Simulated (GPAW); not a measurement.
# Dielectric function and optical constants of Si2Mo

Aim: the dielectric function of Si2Mo, and the optical constants that follow from it. The cell comes from an older database entry, whose edges can differ from later determinations, mostly by under a per cent.

Method: DFT, PBE, plane-wave PAW (GPAW data sets), scalar-relativistic, RPA, optical limit, in GPAW 26.7.0.

The database entry behind the starting cell is an old determination (1927), so it need not match the best structure at ambient conditions.

**1. The starting structure**

The structure is tetragonal, space group I4/mmm (No. 139). Conventional cell: a = 3.200 Å, b = 3.200 Å, c = 7.861 Å, α = 90.00°, β = 90.00°, γ = 90.00°. Mo has 10 Si at 2.62 Å nearest. Nearest to Si lie 5 Si at 2.61 to 2.63 Å and 5 Mo at 2.62 Å. Farther neighbours are not listed.

Coordinates:

```cif
data_structure
_symmetry_space_group_name_H-M 'I4/mmm'
_symmetry_Int_Tables_number 139
_cell_length_a 3.2000
_cell_length_b 3.2000
_cell_length_c 7.8610
_cell_angle_alpha 90.000
_cell_angle_beta 90.000
_cell_angle_gamma 90.000
_cell_volume 80.50
loop_
_atom_site_label
_atom_site_type_symbol
_atom_site_symmetry_multiplicity
_atom_site_Wyckoff_symbol
_atom_site_fract_x
_atom_site_fract_y
_atom_site_fract_z
_atom_site_occupancy
Mo1 Mo 2 a 0.00000 0.00000 0.00000 1
Si1 Si 4 e 0.50000 0.50000 0.16700 1
```

**2. Ground state**

The self-consistent density comes first; it also tells whether there is a gap, which decides the occupations and the need for a Drude term.

This step: DFT, PBE, plane-wave PAW (GPAW data sets), scalar-relativistic, ground state (GPAW 26.7.0).

File gs.py:

```python
from ase import Atoms
from ase.dft.bandgap import bandgap
from gpaw import GPAW, PW, FermiDirac

atoms = Atoms(['Mo', 'Si', 'Si'],
              cell=[[-1.600000000000, 1.600000000000, 3.930500000000],
                    [1.600000000000, -1.600000000000, 3.930500000000],
                    [1.600000000000, 1.600000000000, -3.930500000000]],
              scaled_positions=[[0.000000000000, 0.000000000000, 0.000000000000],
                                [0.667000000000, 0.667000000000, 0.000000000000],
                                [0.333000000000, 0.333000000000, 0.000000000000]],
              pbc=[True, True, True])
atoms.calc = GPAW(mode=PW(500), xc='PBE', kpts={'size': (10, 10, 10), 'gamma': True},
                  occupations=FermiDirac(0.05), maxiter=150, txt='gs.txt')
print('energy (eV)', atoms.get_potential_energy())
print('Fermi level (eV)', atoms.calc.get_fermi_level())
print('valence electrons', atoms.calc.get_number_of_electrons())
print('gap (eV)', bandgap(atoms.calc, output=None)[0])
print('direct gap (eV)', bandgap(atoms.calc, direct=True, output=None)[0])
atoms.calc.write('gs.gpw')
```

The run is started by

```
OMP_NUM_THREADS=1 python gs.py
```

Numbers of over 12 decimals in the logs are rounded to 6 here.

The log of the run:

```text
__  _  _
 | _ |_)|_||  |
 |__||  | ||/\| - 26.7.0

Versions:
  Python: 3.12.14
  ASE:    3.29.0
  Numpy:  2.5.5
  Scipy:  1.18.1
  Libxc:  7.0.0

Input parameters:
  mode=PW(ecut=500.0),
  kpts=MonkhorstPack(size=(10, 10, 10), gamma=True),
  maxiter=150,
  occupations=Occupations(name='fermi-dirac', width=0.05, fixmagmom=False),
  xc=XC(name='PBE')

Diagonalizing LCAO Hamiltonian
Converting LCAO to pw mode

       Si

       Si

       Mo

Atoms  # Å, Bohr magnetons
|   | symbol |         x |         y |        z |    initial magnetic moments |
| 0 |     Mo |  0.000000 |  0.000000 | 0.000000 | ( 0.0000,  0.0000,  0.0000) |
| 1 |     Si | -0.000000 |  0.000000 | 5.243287 | ( 0.0000,  0.0000,  0.0000) |
| 2 |     Si |  0.000000 | -0.000000 | 2.617713 | ( 0.0000,  0.0000,  0.0000) |

Unit cell  # Å
| periodic |         x |         y |         z |  lengths |     angles |
|      yes | -1.600000 |  1.600000 |  3.930500 | 4.535287 | 138.683989 |
|      yes |  1.600000 | -1.600000 |  3.930500 | 4.535287 | 138.683989 |
|      yes |  1.600000 |  1.600000 | -3.930500 | 4.535287 |  59.857036 |

Number of symmetries: 16
Symmetry operations  # r_c * U_cc + t_c -> r_c
|    | kind |            matrix            |
|  0 |  σ   |  1, 1, 1,  0, 0,-1,  0,-1, 0 |
|  1 |  C4  |  1, 1, 1,  0, 0,-1, -1, 0, 0 |
|  2 |  E   |  1, 0, 0,  0, 1, 0,  0, 0, 1 |
|  3 |  σ   |  1, 0, 0,  0, 1, 0, -1,-1,-1 |
|  4 |  σ   |  0, 1, 0,  1, 0, 0,  0, 0, 1 |
|  5 |  C2  |  0, 1, 0,  1, 0, 0, -1,-1,-1 |
|  6 |  C2  |  0, 0, 1, -1,-1,-1,  1, 0, 0 |
|  7 |  S4  |  0, 0, 1, -1,-1,-1,  0, 1, 0 |
|  8 |  C4  |  0, 0,-1,  1, 1, 1,  0,-1, 0 |
|  9 |  σ   |  0, 0,-1,  1, 1, 1, -1, 0, 0 |
| 10 |  σ   |  0,-1, 0, -1, 0, 0,  1, 1, 1 |
| 11 |  C2  |  0,-1, 0, -1, 0, 0,  0, 0,-1 |
| 12 |  C2  | -1, 0, 0,  0,-1, 0,  1, 1, 1 |
| 13 |  i   | -1, 0, 0,  0,-1, 0,  0, 0,-1 |
| 14 |  S4  | -1,-1,-1,  0, 0, 1,  1, 0, 0 |
| 15 |  C2  | -1,-1,-1,  0, 0, 1,  0, 1, 0 |

BZ-sampling:
  Number of BZ points: 1000
  Number of IBZ points: 102

  Monkhorst-Pack size: [10, 10, 10]
  Monkhorst-Pack shift: [0.05, 0.05, 0.05]

K-points  # in reciprocal-cell coordinates
|     |                                coordinates |     weight |
|   0 | (  0.00000000,   0.00000000,   0.00000000) | 0.00100000 |
|   1 | (  0.10000000,  -0.10000000,   0.00000000) | 0.00400000 |
|   2 | (  0.10000000,  -0.10000000,   0.10000000) | 0.00400000 |
|   3 | (  0.10000000,   0.00000000,   0.00000000) | 0.00800000 |
|   4 | (  0.10000000,   0.10000000,  -0.10000000) | 0.00200000 |
|   5 | (  0.20000000,  -0.20000000,   0.00000000) | 0.00400000 |
|   6 | (  0.20000000,  -0.20000000,   0.10000000) | 0.00800000 |
|   7 | (  0.20000000,  -0.20000000,   0.20000000) | 0.00400000 |
|   8 | (  0.20000000,  -0.10000000,   0.00000000) | 0.01600000 |
|   9 | (  0.20000000,  -0.10000000,   0.10000000) | 0.00800000 |
| ... |                                            |            |
| 101 | (  0.50000000,   0.50000000,   0.50000000) | 0.00100000 |

Plane wave coefficients: 1040
Cutoff: 500.0 eV

Spin-components: 1 (collinear spins)
Bands:           18
Projectors:      16
Spin-degeneracy: 2
Datatype:        complex128

Parallelization:
  kpt:    1
  domain: 1
  band:   1

Density:
  Valence electrons: 22.0
  Components: 1
  Grid points: [24 24 24]
  Charge: 0.0  # |e|

Potential:
  Grid points: [24 24 24]

species:
  Mo:
    name:    Molybdenum
    id:
    Z:       42.0
    valence: 14
    core:    28
    charge:  0.0  # [|e|]
    compensation charges:
      type: gauss
      rc: 0.38  # [Å]
      lmax: 2
    cutoffs:
      filter: 2.16  # [Å]
      core: 1.42  # [Å]
    projectors
    | kind |    occ | energy [eV] | rcut [Å] |
    |   4s |  2.000 |     -64.307 |    1.238 |
    |   5s |  1.000 |      -4.084 |    1.238 |
    |   4p |  6.000 |     -38.491 |    1.296 |
    |   5p |  0.000 |      -1.044 |    1.296 |
    |   4d |  5.000 |      -3.754 |    1.296 |
    |    d |        |      23.458 |    1.296 |

    Using partial waves for Mo as LCAO basis

  Si:
    name:    Silicon
    id:
    Z:       14.0
    valence: 4
    core:    10
    charge:  0.0  # [|e|]
    compensation charges:
      type: gauss
      rc: 0.33  # [Å]
      lmax: 2
    cutoffs:
      filter: 1.86  # [Å]
      core: 2.06  # [Å]
    projectors
    | kind |    occ | energy [eV] | rcut [Å] |
    |   3s |  2.000 |     -10.812 |    1.058 |
    |   3p |  2.000 |      -4.081 |    1.058 |
    |    s |        |      16.399 |    1.058 |
    |    p |        |      23.130 |    1.058 |
    |    d |        |       0.000 |    1.058 |

    Using partial waves for Si as LCAO basis

Reference energy: -125906.761132  # eV

eigensolver:
  PPCG
  Converge bands: occupied
  niter=2

density mixing:
  MSR1-Mixer
  Pratt-step length: 0.05
  Maximum mixing coefficient: 0.75
  Old densities: 10
  SVD Regularization: 0.005
  Good broyden scale: 1.0
  Trust region scale: 1.0
  Backstep threshold: 4.0
  History deletion threshold: 6.0
  Fourier metric: weight=20.0, sigma=0.015

occupation numbers:
  Fermi-Dirac:
    width: 0.0500  # eV

poisson solver:
  ecut: 4000.0  # eV

xc functional:
  name: PBE with 2 nearest neighbor stencil

convergence criteria:
- Maximum [total energy] change in last 3 cyles: 0.0005 eV / valence electron
- Maximum integral of absolute [dens]ity change: 0.0001 electrons / valence electron
- Maximum integral of absolute [eigenst]ate change: 4e-08 eV^2 / valence electron
maximum number of iterations: 150

SCF iterations
|iter     |      energy | eigst |  dens |
|iter:   1||  -24.596731 | +0.53 |       |
|iter:   2||  -24.240031 | -1.52 | -0.98 |
|iter:   3||  -23.517045 | -0.97 | -1.04 |
|iter:   4||  -23.508387 | -2.51 | -1.51 |
|iter:   5||  -23.507908c| -2.75 | -1.75 |
|iter:   6||  -23.508053c| -3.92 | -2.36 |
|iter:   7||  -23.508116c| -5.41 | -3.03 |
|iter:   8||  -23.508115c| -6.90 | -3.96 |
|iter:   9||  -23.508115c| -8.22c| -4.49c|

Converged in 9 steps
SCF loop duration: 22.633 s (2.515 s/step)
Energy contributions relative to reference atoms: (reference = -125906.761132)

Energy contributions:
  Kinetic:           1.262046
  Coulomb:          -1.842422
  Zero:             -0.294741
  External:          0.000000
  Xc:              -22.631350
  Entropy:          -0.003299
  Spinorbit:         0.000000
  ----------------------------
  Free energy:     -23.509765
  Extrapolated:    -23.508115

dipole moment: (-12.902225, -12.902225, 2.406763)  # |e|*Ang

Fermi level: 12.097
Eigenvalues  # (at kpt = [0.000, 0.000, 0.000])
| band index |      eig [eV] | occ [0-2] |
|          0 |       -48.662 |     2.000 |
|        ... |               |           |
|          2 |       -22.761 |     2.000 |
|          3 |       -22.761 |     2.000 |
|          4 |        -1.335 |     2.000 |
|          5 |         5.815 |     2.000 |
|          6 |         8.643 |     2.000 |
|          7 |         9.133 |     2.000 |
|          8 |         9.482 |     2.000 |
|          9 |         9.482 |     2.000 |
|         10 |        12.538 |     0.000 |
|         11 |        15.203 |     0.000 |
|         12 |        15.760 |     0.000 |
|         13 |        15.760 |     0.000 |
|         14 |        16.151 |     0.000 |
|         15 |        17.113 |     0.000 |
|         16 |        17.114 |     0.000 |
|         17 |        22.694 |     0.000 |

No gap
No difference between direct/indirect transitions

--- standard output ---
energy (eV) -23.508115
Fermi level (eV) 12.097224
valence electrons 22.0
gap (eV) 0.0
direct gap (eV) 0.0
```

The job ended after 26 s (1 thread of Intel Xeon Gold 6455B (Sapphire Rapids), shared host; peak memory 0.19 GiB).

Read-outs, printed or worked out from the files:

```
energy       : -23.51 eV
Fermi energy : 12.10 eV
electrons    : 22
```

There are states at the Fermi level within the smearing, so the occupations stay smeared and the carriers get a Drude term.

**3. Bands for the response**

At the fixed density, many empty bands are solved on the mesh of the response, since the spectrum sums over them.

This step: DFT, PBE, plane-wave PAW (GPAW data sets), scalar-relativistic, bands at fixed density (GPAW 26.7.0).

File nscf.py:

```python
from ase.dft.bandgap import bandgap
from gpaw import GPAW, FermiDirac

calc = GPAW('gs.gpw').fixed_density(kpts={'size': (17, 17, 17), 'gamma': True}, nbands=38, convergence={'bands': 32},
                                    occupations=FermiDirac(0.05), txt='nscf.txt')
print('gap (eV)', bandgap(calc, output=None)[0])
print('direct gap (eV)', bandgap(calc, direct=True, output=None)[0])
print('top band over the Fermi level (eV)', min(calc.get_eigenvalues(kpt=k)[31] for k in range(len(calc.get_ibz_k_points()))) - calc.get_fermi_level())
calc.write('full.gpw', mode='all')
```

The run is started by

```
OMP_NUM_THREADS=1 python nscf.py
```

The log of the run:

```text
Diagonalizing LCAO Hamiltonian
Converting LCAO to pw mode
convergence criteria:
- Maximum integral of absolute [eigenst]ate change: 4e-08 eV^2 / valence electron
maximum number of iterations: 150

SCF iterations
|iter     |      energy | eigst |  dens |
|iter:   1||             | +3.05 |       |
|iter:   2||             | +1.21 |       |
|iter:   3||             | +0.09 |       |
|iter:   4||             | -0.76 |       |
|iter:   5||             | -1.65 |       |
|iter:   6||             | -2.51 |       |
|iter:   7||             | -3.30 |       |
|iter:   8||             | -4.25 |       |
|iter:   9||             | -4.91 |       |
|iter:  10||             | -5.80 |       |
|iter:  11||             | -6.57 |       |
|iter:  12||             | -7.25 |       |
|iter:  13||             | -7.84c|       |
SCF steps: 13
  __  _  _
 | _ |_)|_||  |
 |__||  | ||/\| - 26.7.0

Versions:
  Python: 3.12.14
  ASE:    3.29.0
  Numpy:  2.5.5
  Scipy:  1.18.1
  Libxc:  7.0.0

Input parameters:
  mode=PW(ecut=500.0),
  convergence={'bands': 32},
  gpts=array([24, 24, 24]),
  kpts=MonkhorstPack(size=(17, 17, 17), gamma=True),
  maxiter=150,
  nbands=38,
  occupations=Occupations(name='fermi-dirac', width=0.05, fixmagmom=False),
  parallel={},
  xc=XC(name='PBE')

--- standard output ---
gap (eV) 0.0
direct gap (eV) 0.0
top band over the Fermi level (eV) 23.239767
```

Elapsed: 3.9 min, on 1 thread; peak memory 0.52 GiB.

**4. Dielectric function, RPA**

Transitions between filled and empty bands, summed over the zone, give the optical response, so mesh, band count and broadening shape it.

The induced potential is part of this response.

This step: DFT, PBE, plane-wave PAW (GPAW data sets), scalar-relativistic, RPA, optical limit (GPAW 26.7.0).

File df.py:

```python
from gpaw.response.df import DielectricFunction

df = DielectricFunction('full.gpw', frequencies={'type': 'nonlinear', 'domega0': 0.03, 'omega2': 8},
                        ecut=50,
                        eta=0.15,
                        nbands=32,
                        rate=0.05,
                        txt='df.txt')
for direction in ['x', 'z']:
    df.get_dielectric_function(xc='RPA', direction=direction, filename=f'df_{direction}.csv')
```

The run is started by

```
OMP_NUM_THREADS=1 python df.py
```

The log of the run:

```text
Using integrator: PointIntegrator
NonLinearFrequencyDescriptor(from 0.000 to 89.005 eV, 530 points)
Nonperiodic BCs:  [False False False]
Using integrator: PointIntegrator
NonLinearFrequencyDescriptor(from 0.000 to 89.005 eV, 530 points)
Nonperiodic BCs:  [False False False]
Using integrator: PointIntegrator

Calculating chi0 body with:
    Ground state adapter containing:
    Number of spins: 1
    Number of kpoints: 4913
    Number of irreducible kpoints: 405
    Number of completely occupied states: 8
    Number of partially occupied states: 13

    Linear response parametrization:
    q_c: [0.0, 0.0, 0.0]
    Number of frequency points: 530
    Planewave cutoff: 50.0
    Number of bands: 32
    Number of planewaves: 33
    Broadening (eta): 0.15

Integrating chi0 body.

Symmetries of q_c:
    Direct symmetries (Uq -> q): 16
    Indirect symmetries (TUq -> q): 0
In total 16 allowed symmetries.

405 groups of equivalent kpoints. 91.756564% reduction.

Integral kind: spectral function

Calculating chi0 optical extensions with:
    Ground state adapter containing:
    Number of spins: 1
    Number of kpoints: 4913
    Number of irreducible kpoints: 405
    Number of completely occupied states: 8
    Number of partially occupied states: 13

    Linear response parametrization:
    Number of frequency points: 530
    Planewave cutoff: 50.0
    Number of bands: 32
    Number of planewaves: 33
    Broadening (eta): 0.15
Integrating chi0 head and wings.

Symmetries of q_c:
    Direct symmetries (Uq -> q): 16
    Indirect symmetries (TUq -> q): 0
In total 16 allowed symmetries.

405 groups of equivalent kpoints. 91.756564% reduction.

Integral kind: spectral function wings

Calculating drude chi0 with:
    Number of frequency points:530
    Plasma frequency decay rate: 0.05 eV

    Ground state adapter containing:
    Number of spins: 1
    Number of kpoints: 4913
    Number of irreducible kpoints: 405
    Number of completely occupied states: 8
    Number of partially occupied states: 13

Symmetries of q_c:
    Direct symmetries (Uq -> q): 16
    Indirect symmetries (TUq -> q): 0
In total 16 allowed symmetries.

405 groups of equivalent kpoints. 91.756564% reduction.

Integral kind: intraband
Plasma frequency:
[[1.97+0.j 0.  -0.j 0.  +0.j]
 [0.  -0.j 1.97+0.j 0.  -0.j]
 [0.  +0.j 0.  +0.j 2.67-0.j]]
```

Wall time 59 s (1 thread); peak memory 0.29 GiB.

(Part 1 of 2 ends here.)

[Machine, clock and banner lines and Python warnings are left out of the logs.]

[Logs are printed without paths, hosts, clocks, repeated set-up lines and the standing remarks that a program may print on its own settings, such as how far it seeks lower states.]

[Hosts, paths, dates, database ids (printed as entryN), source tags and the programs' standing remarks are cut or masked in the printed files.]
